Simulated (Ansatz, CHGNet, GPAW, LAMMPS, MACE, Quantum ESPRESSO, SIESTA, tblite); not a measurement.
# GPAW runs on amorphous Zn20Hg10Se19S11 (60 atoms)

Aim: run amorphous Zn20Hg10Se19S11 (60 atoms) in GPAW and see how near its forces come to a plane-wave reference, and at what cost.

Program: GPAW 26.7.0. Level of theory: the method is named at each step. Results are calculated unless marked as measured.

### 1. The starting structure

The cell holds 60 atoms: 20 Zn, 10 Hg, 19 Se and 11 S. Its edges and angles: a = 11.236 Å, b = 11.236 Å, c = 11.236 Å, α = 90.0°, β = 90.0°, γ = 90.0°. 60 atoms (20 Zn, 10 Hg, 19 Se, 11 S) placed at random at 6.05 g/cm³, melted at 2500 K for 10 ps at fixed volume with the Stillinger-Weber II-VI potential (Zhou et al., Phys. Rev. B 88, 085309 (2013)). Quenched from 2500 K to 500 K at 100 K/ps and fixed volume, held 5 ps.

The yardstick, on the same geometry:

```
method                 : Kohn-Sham DFT, PBE, PAW, plane waves (Ansatz 0.2.0); cutoff 420 eV, Γ point, fermi-dirac smearing of 0.05 eV; PAW set soft_2
r.m.s. force component : 0.5476 eV/Å
longest force          : 2.387 eV/Å
pressure               : 0.6194 GPa
SCF cycles             : 12
time                   : 32 s on 4 threads of Arm Neoverse V1, shared host
CPU time               : 2 min
```

### 2. PBE, LCAO dzp, h 0.2 Å

Method: Kohn-Sham DFT, PBE, PAW, atomic orbitals (dzp).

run.py reads:

```python
import numpy as np
from ase.io import read
from gpaw import GPAW, FermiDirac

atoms = read("structure.xyz")
atoms.calc = GPAW(
    mode="lcao",
    basis="dzp",
    h=0.2,
    xc="PBE",
    kpts={"size": (1, 1, 1), "gamma": True},
    occupations=FermiDirac(0.05),
    maxiter=200,
    symmetry={"point_group": False},
    txt="gpaw.txt",
)
energy = atoms.get_potential_energy(force_consistent=True)
forces = atoms.get_forces()
print(f"energy {energy:.6f} eV")
print("forces (eV/A)")
for i, (a, f) in enumerate(zip(atoms, forces)):
    print(f"{i:4d} {a.symbol:2s} {f[0]:10.5f} {f[1]:10.5f} {f[2]:10.5f}")
print(f"Fermi level {atoms.calc.get_fermi_level():.4f} eV")
for k in range(len(atoms.calc.get_ibz_k_points())):
    for s in range(atoms.calc.get_number_of_spins()):
        e = atoms.calc.get_eigenvalues(kpt=k, spin=s)
        n = np.searchsorted(e, atoms.calc.get_fermi_level())
        print(f"k {k} spin {s} levels about the Fermi level:", np.round(e[max(n - 6, 0):n], 4).tolist(), "|", np.round(e[n:n + 6], 4).tolist())
```

structure.xyz reads:

```xyz
60
Lattice="11.23550 0.00000 0.00000 0.00000 11.23550 0.00000 0.00000 0.00000 11.23550" Properties=species:S:1:pos:R:3 pbc="T T T"
Zn 6.90556 2.58967 4.18556
Zn 8.04597 8.37730 7.73441
Zn 5.52618 5.49416 2.59877
Zn 3.08527 4.03894 10.62496
Zn 8.39741 0.59256 9.61736
Zn 8.30764 3.22504 7.61340
Zn 0.59200 1.98644 11.07303
Zn 2.21890 8.94593 6.09402
Zn 9.12547 6.09503 4.35657
Zn 4.73352 1.73420 1.78026
Zn 8.30528 3.96242 1.02872
Zn 9.64163 10.98720 5.77527
Zn 3.41627 0.11820 9.98297
Zn 11.18573 8.81245 3.27537
Zn 5.97976 9.19367 3.90389
Zn 5.56697 5.47798 6.34019
Zn 3.83310 8.08596 8.96481
Zn 3.12246 8.19405 1.34736
Zn 5.78842 0.34347 6.63816
Zn 5.65325 5.82370 9.79309
Hg 2.41721 0.06865 3.49649
Hg 11.16977 2.50540 3.81782
Hg 0.05786 9.10120 9.84410
Hg 1.93700 5.10856 2.43563
Hg 9.47962 5.07182 8.65740
Hg 10.97708 6.16514 0.43133
Hg 1.60409 0.98917 6.88141
Hg 7.11791 8.59471 0.18449
Hg 2.19070 4.65577 7.62441
Hg 9.14997 10.84147 1.81060
Se 0.85570 6.89118 4.57914
Se 9.04772 1.20692 3.81872
Se 6.38660 10.91754 1.96048
Se 10.15611 1.26770 7.79182
Se 7.60115 4.43993 5.53416
Se 2.10845 2.44215 1.79431
Se 0.52751 4.27196 9.75972
Se 10.05049 4.66936 2.58675
Se 4.21399 6.08638 0.70020
Se 3.79771 10.37261 7.52891
Se 3.56581 8.78875 3.74985
Se 9.41625 1.73611 0.20516
Se 4.85587 1.44387 4.76565
Se 7.33453 7.21746 2.75607
Se 9.85926 6.91669 6.88332
Se 7.91878 5.81055 10.65698
Se 3.88085 5.63752 4.58015
Se 2.13025 3.07493 5.29091
Se 1.49612 7.30487 8.12136
S 6.33424 3.48312 2.20148
S 4.47263 9.42467 11.00787
S 6.62883 1.71375 8.53965
S 1.18287 0.25932 9.54838
S 0.78413 8.40314 1.01794
S 8.70268 9.44681 9.69028
S 7.40217 9.91904 5.96605
S 4.67251 4.17084 8.27540
S 5.92763 7.39745 7.82148
S 0.60458 10.50317 5.11069
S 4.44600 1.95374 10.61519
```

The run is started by

```
$ OMP_NUM_THREADS=1 python run.py > output.txt
```

Log:

```text
energy -137.743253 eV
forces (eV/A)
   0 Zn    0.07775   -0.41744    0.28783
   1 Zn   -0.27443    0.11760   -0.60286
   2 Zn   -0.09935    0.70955    1.17028
   3 Zn    0.56205   -0.42475   -0.19125
   4 Zn   -0.14202   -0.11914   -0.86485
   5 Zn   -0.97418   -2.10037   -0.87100
   6 Zn   -0.10966   -0.13469   -0.42987
   7 Zn   -0.28031   -0.50645    0.18473
   8 Zn    0.03915    0.42222    0.41027
   9 Zn    0.40350   -0.21127   -0.54002
  10 Zn   -0.22354   -0.47669   -0.02670
  11 Zn   -1.02171    0.37437    0.35283
  12 Zn    0.04442   -0.85690   -0.19667
  13 Zn    0.19965   -0.19316    0.19717
  14 Zn    0.95520    0.14989   -0.23428
  15 Zn   -0.44253    0.20835    0.72331
  16 Zn    0.01642    0.49520   -0.11318
  17 Zn    0.18466    0.51426   -0.32727
  18 Zn    0.62517   -0.31258    0.65667
  19 Zn   -0.30498   -0.12886   -1.05386
  20 Hg    0.86082    0.28637   -0.78950
  21 Hg    0.95596    0.62724    0.66887
  22 Hg    0.18323    0.18732   -0.49557
  23 Hg   -0.21814    0.46744    0.77632
[...]
52 S    -0.07441    0.06692    0.62907
  53 S    -0.00585    0.48579    0.55887
  54 S     0.32209    0.48115   -0.36604
  55 S     0.38327    0.04287   -0.25697
  56 S    -0.05114    0.56368    0.24685
  57 S    -0.71803   -0.62667    0.53920
  58 S    -0.86166   -1.19556   -0.28744
  59 S    -0.04255    1.06684    0.63441
Fermi level 4.3145 eV
k 0 spin 0 levels about the Fermi level: [3.872, 3.9835, 4.0611, 4.1657, 4.1816, 4.2385] | [4.3652, 4.4811, 4.7718, 4.8844, 5.3125, 5.4163]
```

gpaw.txt:

```text
Input parameters:
  mode=LCAO(),
  basis={'default': 'dzp'},
  h=0.2,
  kpts=MonkhorstPack(size=(1, 1, 1), gamma=True),
  maxiter=200,
  occupations=Occupations(name='fermi-dirac', width=0.05, fixmagmom=False),
  symmetry=Symmetry(point_group=False),
  xc=XC(name='PBE')
Unit cell  # Å
| periodic |         x |         y |         z |   lengths |    angles |
|----------|-----------|-----------|-----------|-----------|-----------|
|      yes | 11.235500 |  0.000000 |  0.000000 | 11.235500 | 90.000000 |
|      yes |  0.000000 | 11.235500 |  0.000000 | 11.235500 | 90.000000 |
|      yes |  0.000000 |  0.000000 | 11.235500 | 11.235500 | 90.000000 |
Number of symmetries: 1
Symmetry operations  # r_c * U_cc + t_c -> r_c
|   | kind |            matrix            |
|---|------|------------------------------|
| 0 |  E   |  1, 0, 0,  0, 1, 0,  0, 0, 1 |
BZ-sampling:
  Number of BZ points: 1
  Number of IBZ points: 1
  Monkhorst-Pack size: [1, 1, 1]
  Monkhorst-Pack shift: [0, 0, 0]
[... lines left out ...]
  Fermi-Dirac:
[... lines left out ...]
xc functional:
  name: PBE with 2 nearest neighbor stencil
interpolation: tri-quintic # 5. degree polynomial
Initialization done in: 12.634 s
convergence criteria:
- Maximum [total energy] change in last 3 cyles: 0.0005 eV / valence electron
- Maximum integral of absolute [dens]ity change: 0.0001 electrons / valence electron
- Maximum integral of absolute [eigenst]ate change: 4e-08 eV^2 / valence electron
maximum number of iterations: 200
SCF iterations
|iter     |      energy | eigst |  dens |
|---------|-------------|-------|-------|
|iter:   1| -148.699995 |      c|       |
|iter:   2| -144.972064 |      c| -1.31 |
|iter:   3| -138.592275 |      c| -1.36 |
|iter:   4| -140.344245 |      c| -1.63 |
|iter:   5| -138.126998 |      c| -1.71 |
|iter:   6| -138.051734 |      c| -1.95 |
|iter:   7| -137.819175 |      c| -2.11 |
|iter:   8| -137.711682 |      c| -2.30 |
|iter:   9| -137.677720c|      c| -2.59 |
|iter:  10| -137.665776c|      c| -2.79 |
|iter:  11| -137.659470c|      c| -3.03 |
|iter:  12| -137.659829c|      c| -3.39 |
|iter:  13| -137.658776c|      c| -3.61 |
|iter:  14| -137.658970c|      c| -3.99 |
|iter:  15| -137.658920c|      c| -4.27c|
Converged in 15 steps
SCF loop duration: 201.893 s (13.460 s/step)
Energy contributions relative to reference atoms: (reference = -7684185.249687)
Energy contributions:
  Kinetic:         413.553490
  Coulomb:        -345.851137
  Zero:              3.076355
  External:          0.000000
  Xc:             -208.353294
  Entropy:          -0.168666
  Spinorbit:         0.000000
  ----------------------------
  Free energy:    -137.743253
  Extrapolated:   -137.658920
dipole moment: (3.266834, -33.869543, -19.886707)  # |e|*Ang
Fermi level: 4.315
Eigenvalues  # (at kpt = [0.000, 0.000, 0.000])
| band index |      eig [eV] | occ [0-2] |
|------------|---------------|-----------|
|          0 |       -59.350 |     2.000 |
|        ... |               |           |
|        292 |         3.732 |     2.000 |
|        293 |         3.753 |     2.000 |
[...]
|        307 |         5.814 |     0.000 |
|        ... |               |           |
|        363 |        10.408 |     0.000 |
Gap: 0.127 eV
Transition (v -> c):
  (s=0, k=0, n=299, [0.00, 0.00, 0.00]) -> (s=0, k=0, n=300, [0.00, 0.00, 0.00])
No difference between direct/indirect transitions
Force computation time: 35.742  # s
timing:  # [seconds]
  Total:  250.302  # ━━━━━━━━━━━━━━━━━━━━━━━━━━━━━━━━━━━━━━━━━━━━━━━━━━━━━━━━
  Init:    12.633  # ━━━
  SCF:    201.893  # ━━━━━━━━━━━━━━━━━━━━━━━━━━━━━━━━━━━━━━━━━━━━━
  Forces:  35.742  # ━━━━━━━━
```

It took 4.2 min on 1 thread of Arm Neoverse V1, shared host; peak memory 1.6 GiB.

Banners, paths, timers and routine set-up lines are dropped from the logs unmarked, and long logs keep their key lines alone; longer cuts are marked.

Numbers from this run, and their distance from the reference:

```
r.m.s. force component                  : 0.5704 eV/Å
r.m.s. difference of force components   : 54.32 meV/Å
longest difference of force vectors     : 205.5 meV/Å
force difference over r.m.s. force      : 9.919 %
slope of forces against the reference's : 1.038
correlation of force components         : 0.9961
```

Length of the force difference by element (eV/Å):

```
element  atoms   mean  most
     Hg     10  0.099  0.21
      S     11   0.10  0.18
     Se     19  0.091  0.19
     Zn     20  0.046  0.11
```

Local excerpt of 10 atoms (numbers count through the whole input) about Zn8, which has 5 bonded neighbours where the commonest count for Zn is 4; x, y, z are measured from there.

```csv
atom,x,y,z,distance (Å),bonds,Fx,Fy,Fz (eV/Å)
Zn8,0.00,0.00,0.00,0.00,5,-0.28,-0.51,0.18
S59,-1.61,1.56,-0.98,2.45,5,-0.86,-1.20,-0.29
Se40,1.58,1.43,1.43,2.57,5,-0.27,0.12,-0.20
Se49,-0.72,-1.64,2.03,2.71,4,1.33,1.24,0.29
Se41,1.35,-0.16,-2.34,2.71,4,0.24,-0.06,0.21
Se31,-1.36,-2.05,-1.51,2.89,3,-0.68,0.04,-0.96
Zn17,1.61,-0.86,2.87,3.40,4,0.02,0.50,-0.11
Hg27,-0.61,3.28,0.79,3.43,5,0.58,0.49,0.56
Hg21,0.20,2.36,-2.60,3.51,4,0.86,0.29,-0.79
Zn14,-2.27,-0.13,-2.82,3.62,3,0.20,-0.19,0.20
```

Atoms are counted from 1 here, from 0 in the log.

Forces lie 9.9 % from the reference's, at 2.1 times its CPU time (on 1 against 4 cores).

### 3. PBE, LCAO dzp, h 0.16 Å

Method: Kohn-Sham DFT, PBE, PAW, atomic orbitals (dzp).

Edit run.py of step 2 so:

```diff
@@ -8,3 +8,3 @@
     basis="dzp",
-    h=0.2,
+    h=0.16,
     xc="PBE",
```

structure.xyz is that of step 2.

Log:

```text
energy -138.943132 eV
forces (eV/A)
   0 Zn    0.07729   -0.42283    0.27860
   1 Zn   -0.27310    0.11720   -0.60522
   2 Zn   -0.09689    0.71054    1.16890
   3 Zn    0.56294   -0.42029   -0.19560
   4 Zn   -0.14144   -0.11905   -0.86455
   5 Zn   -0.97474   -2.09830   -0.87284
   6 Zn   -0.10796   -0.13231   -0.42920
   7 Zn   -0.27884   -0.50866    0.18475
   8 Zn    0.03914    0.42835    0.40430
   9 Zn    0.40221   -0.20787   -0.54845
  10 Zn   -0.22038   -0.47874   -0.02523
  11 Zn   -1.01742    0.37267    0.35201
[...]
55 S     0.34773    0.08528   -0.28975
  56 S    -0.10679    0.51757    0.25676
  57 S    -0.68901   -0.66300    0.52387
  58 S    -0.83572   -1.21279   -0.30219
  59 S    -0.00343    1.07224    0.65973
Fermi level 4.3145 eV
k 0 spin 0 levels about the Fermi level: [3.872, 3.9835, 4.0611, 4.1656, 4.1816, 4.2384] | [4.3652, 4.481, 4.7718, 4.8844, 5.3125, 5.4163]
```

gpaw.txt:

```text
Input parameters:
  mode=LCAO(),
  basis={'default': 'dzp'},
  h=0.16,
  kpts=MonkhorstPack(size=(1, 1, 1), gamma=True),
  maxiter=200,
  occupations=Occupations(name='fermi-dirac', width=0.05, fixmagmom=False),
  symmetry=Symmetry(point_group=False),
  xc=XC(name='PBE')
[... lines left out ...]
  Fermi-Dirac:
[... lines left out ...]
convergence criteria:
- Maximum [total energy] change in last 3 cyles: 0.0005 eV / valence electron
[... lines left out ...]
Converged in 15 steps
[... lines left out ...]
  Free energy:    -138.943132
[... lines left out ...]
Fermi level: 4.315
[... lines left out ...]
|          0 |       -59.350 |     2.000 |
|        ... |               |           |
|        292 |         3.732 |     2.000 |
|        293 |         3.753 |     2.000 |
[...]
|        307 |         5.814 |     0.000 |
|        ... |               |           |
|        363 |        10.408 |     0.000 |
Gap: 0.127 eV
Transition (v -> c):
  (s=0, k=0, n=299, [0.00, 0.00, 0.00]) -> (s=0, k=0, n=300, [0.00, 0.00, 0.00])
No difference between direct/indirect transitions
Force computation time: 63.157  # s
timing:  # [seconds]
  Total:  459.246  # ━━━━━━━━━━━━━━━━━━━━━━━━━━━━━━━━━━━━━━━━━━━━━━━━━━━━━━━━
  Init:    17.587  # ━━
  SCF:    378.470  # ━━━━━━━━━━━━━━━━━━━━━━━━━━━━━━━━━━━━━━━━━━━━━━
  Forces:  63.157  # ━━━━━━━╸
```

The job ended after 7.7 min (1 thread; peak memory 3 GiB).

Against the reference:

```yaml
r_m_s_force_component: 0.5724 eV/Å
r_m_s_difference_of_force_components: 52.18 meV/Å
longest_difference_of_force_vectors: 243.3 meV/Å
force_difference_over_r_m_s_force: 9.528 %
slope_of_forces_against_the_reference_s: 1.042
correlation_of_force_components: 0.9966
energy_less_the_same_level_run_s: -20 meV/atom
r_m_s_force_difference_from_the_same_level_run: 23.16 meV/Å
```

Against the first run (9.9 %), the force difference from the reference is 9.5 %, at 1.8 times the CPU time.

### 4. PBE, LCAO sz(dzp), h 0.2 Å

Method: Kohn-Sham DFT, PBE, PAW, atomic orbitals (sz(dzp)).

Edit run.py of step 3 so:

```diff
@@ -7,4 +7,4 @@
     mode="lcao",
-    basis="dzp",
-    h=0.16,
+    basis="sz(dzp)",
+    h=0.2,
     xc="PBE",
```

structure.xyz is that of step 3.

Log:

```text
energy -110.612992 eV
forces (eV/A)
   0 Zn    0.35932   -0.64492    0.50136
   1 Zn   -0.28406    0.10905   -0.73893
   2 Zn   -0.17413    0.92772    1.32188
   3 Zn    0.55278   -0.36027   -0.17110
   4 Zn   -0.05468   -0.25262   -0.77616
   5 Zn   -0.89152   -2.07542   -0.95583
   6 Zn   -0.21950   -0.02267   -0.36498
   7 Zn   -0.20442   -0.87562    0.16572
   8 Zn    0.09935    0.65335    0.60196
   9 Zn    0.39982   -0.35999   -0.38347
  10 Zn   -0.19549   -0.73629   -0.21373
  11 Zn   -1.25387    0.26739    0.46806
  12 Zn    0.25414   -1.20934   -0.34330
  13 Zn   -0.15958   -0.00981    0.07030
  14 Zn    1.18243    0.17553   -0.11505
  15 Zn   -0.41948    0.27739    0.65788
  16 Zn   -0.01014    0.45732   -0.12920
  17 Zn    0.22257    0.49644   -0.22235
  18 Zn    0.50730   -0.35185    0.89597
  19 Zn   -0.26046   -0.12922   -0.83064
  20 Hg    1.10728    0.59902   -1.02294
  21 Hg    1.16215    0.77257    0.68788
  22 Hg    0.20074    0.10714   -0.69398
  23 Hg   -0.34572    0.63047    0.90600
[...]
52 S    -0.34643   -0.10282    0.42546
  53 S    -0.04255    0.78840    0.49066
  54 S     0.54657    0.48299   -0.23761
  55 S     0.42175   -0.05738   -0.45898
  56 S    -0.00651    0.23685    0.16438
  57 S    -0.74489   -0.55877    0.49794
  58 S    -0.97131   -1.21778   -0.26399
  59 S     0.34310    1.45501    0.52245
Fermi level 4.4781 eV
k 0 spin 0 levels about the Fermi level: [4.0423, 4.1316, 4.2322, 4.3021, 4.3508, 4.3975] | [4.5364, 4.6397, 4.9414, 5.103, 5.5161, 5.66]
```

gpaw.txt:

```text
Input parameters:
  mode=LCAO(),
  basis={'default': 'sz(dzp)'},
  h=0.2,
  kpts=MonkhorstPack(size=(1, 1, 1), gamma=True),
  maxiter=200,
  occupations=Occupations(name='fermi-dirac', width=0.05, fixmagmom=False),
  symmetry=Symmetry(point_group=False),
  xc=XC(name='PBE')
Unit cell  # Å
| periodic |         x |         y |         z |   lengths |    angles |
[... lines left out ...]
  Fermi-Dirac:
[... lines left out ...]
convergence criteria:
- Maximum [total energy] change in last 3 cyles: 0.0005 eV / valence electron
[... lines left out ...]
Converged in 14 steps
[... lines left out ...]
  Free energy:    -110.612992
  Extrapolated:   -110.532803
dipole moment: (2.361653, -33.624103, -19.105569)  # |e|*Ang
Fermi level: 4.478
Eigenvalues  # (at kpt = [0.000, 0.000, 0.000])
| band index |      eig [eV] | occ [0-2] |
|------------|---------------|-----------|
|          0 |       -58.808 |     2.000 |
|        ... |               |           |
|        292 |         3.831 |     2.000 |
|        293 |         3.867 |     2.000 |
[...]
|        307 |         6.037 |     0.000 |
|        ... |               |           |
|        363 |        11.414 |     0.000 |
Gap: 0.139 eV
Transition (v -> c):
  (s=0, k=0, n=299, [0.00, 0.00, 0.00]) -> (s=0, k=0, n=300, [0.00, 0.00, 0.00])
No difference between direct/indirect transitions
Force computation time: 12.487  # s
timing:  # [seconds]
  Total:  99.606  # ━━━━━━━━━━━━━━━━━━━━━━━━━━━━━━━━━━━━━━━━━━━━━━━━━━━━━━━━━
  Init:    9.116  # ━━━━━
  SCF:    77.970  # ━━━━━━━━━━━━━━━━━━━━━━━━━━━━━━━━━━━━━━━━━━━━╸
  Forces: 12.487  # ━━━━━━━
```

The job ended after 1.7 min (1 thread; peak memory 1.3 GiB).

Numbers from this run, and their distance from the reference:

```yaml
r_m_s_force_component: 0.6254 eV/Å
r_m_s_difference_of_force_components: 202.5 meV/Å
longest_difference_of_force_vectors: 653.5 meV/Å
force_difference_over_r_m_s_force: 36.98 %
slope_of_forces_against_the_reference_s: 1.084
correlation_of_force_components: 0.949
```

This is a coarse setting, run to see what it loses.

Against the first run (9.9 %), the force difference from the reference is 37 %, at 0.40 times the CPU time, with 420 basis functions against 1080: the smaller basis costs accuracy.

### 5. PBE, grid h 0.24 Å

Method: Kohn-Sham DFT, PBE, PAW, finite differences on a real-space grid.

Edit run.py of step 4 so:

```diff
@@ -3,2 +3,3 @@
 from gpaw import GPAW, FermiDirac
+from ase.parallel import parprint as print
 
@@ -6,5 +7,4 @@
 atoms.calc = GPAW(
-    mode="lcao",
-    basis="sz(dzp)",
-    h=0.2,
+    mode="fd",
+    h=0.24,
     xc="PBE",
@@ -14,2 +14,3 @@
     symmetry={"point_group": False},
+    nbands=475,
     txt="gpaw.txt",
```

structure.xyz is that of step 4.

The run is started by

```
$ OMP_NUM_THREADS=1 mpirun -np 4 gpaw python run.py > output.txt
```

Log:

```text
energy -158.683162 eV
forces (eV/A)
   0 Zn    0.07340   -0.43636    0.27603
   1 Zn   -0.27295    0.13271   -0.59944
   2 Zn   -0.09195    0.71647    1.13150
   3 Zn    0.53871   -0.43786   -0.17831
   4 Zn   -0.12882   -0.08970   -0.90458
   5 Zn   -0.96036   -2.10063   -0.82081
   6 Zn   -0.10410   -0.11314   -0.39801
   7 Zn   -0.29308   -0.48227    0.15031
   8 Zn    0.01873    0.42676    0.41459
   9 Zn    0.38930   -0.19116   -0.50692
  10 Zn   -0.18684   -0.45112   -0.01958
  11 Zn   -0.99526    0.42143    0.34559
[...]
55 S     0.39682    0.05766   -0.29746
  56 S    -0.14917    0.61788    0.22207
  57 S    -0.65972   -0.63514    0.51442
  58 S    -0.69114   -1.11148   -0.25473
  59 S    -0.04852    0.99585    0.62892
Fermi level 4.2872 eV
k 0 spin 0 levels about the Fermi level: [3.839, 3.9553, 4.0324, 4.1359, 4.1571, 4.2117] | [4.336, 4.4619, 4.7562, 4.8855, 5.3084, 5.4159]
```

gpaw.txt:

```text
Input parameters:
  mode=FD(),
  h=0.24,
  kpts=MonkhorstPack(size=(1, 1, 1), gamma=True),
  maxiter=200,
  nbands=475,
  occupations=Occupations(name='fermi-dirac', width=0.05, fixmagmom=False),
  symmetry=Symmetry(point_group=False),
  xc=XC(name='PBE')
[... lines left out ...]
  Converge bands: occupied
[... lines left out ...]
  Fermi-Dirac:
[... lines left out ...]
convergence criteria:
- Maximum [total energy] change in last 3 cyles: 0.0005 eV / valence electron
[... lines left out ...]
Converged in 69 steps
[... lines left out ...]
  Free energy:    -158.683162
[... lines left out ...]
dipole moment: (2.761174, -33.407026, -19.434871)  # |e|*Ang
Fermi level: 4.287
Eigenvalues  # (at kpt = [0.000, 0.000, 0.000])
| band index |      eig [eV] | occ [0-2] |
|------------|---------------|-----------|
|          0 |       -59.440 |     2.000 |
|        ... |               |           |
|        292 |         3.701 |     2.000 |
|        293 |         3.723 |     2.000 |
[...]
|        307 |         5.790 |     0.000 |
|        ... |               |           |
|        474 |        16.403 |     0.000 |
Gap: 0.124 eV
Transition (v -> c):
  (s=0, k=0, n=299, [0.00, 0.00, 0.00]) -> (s=0, k=0, n=300, [0.00, 0.00, 0.00])
No difference between direct/indirect transitions
Force computation time: 4.462  # s
```

The job ended after 13 min (4 MPI ranks; peak memory 2.7 GiB; 53 min of CPU time).

Against the reference:

```yaml
r_m_s_force_component: 0.5573 eV/Å
r_m_s_difference_of_force_components: 23.9 meV/Å
longest_difference_of_force_vectors: 98.85 meV/Å
force_difference_over_r_m_s_force: 4.365 %
slope_of_forces_against_the_reference_s: 1.017
correlation_of_force_components: 0.9992
```

This is a coarse setting, run to see what it loses.

Against the first run (9.9 %), the force difference from the reference is 4.4 %, at 13 times the CPU time (on 4 against 1 cores) (69 SCF steps against 15).

(Continued in part 2 of 2.)

[Also dropped from logs without a mark: logging warnings of Python, and SIESTA's first energy breakdown and zero terms.]

[Logs are printed without paths, hosts, clocks, repeated set-up lines and the standing remarks that a program may print on its own settings, such as how far it seeks lower states.]

[Hosts, paths, dates, database ids (printed as entryN), source tags and the programs' standing remarks are cut or masked in the printed files.]
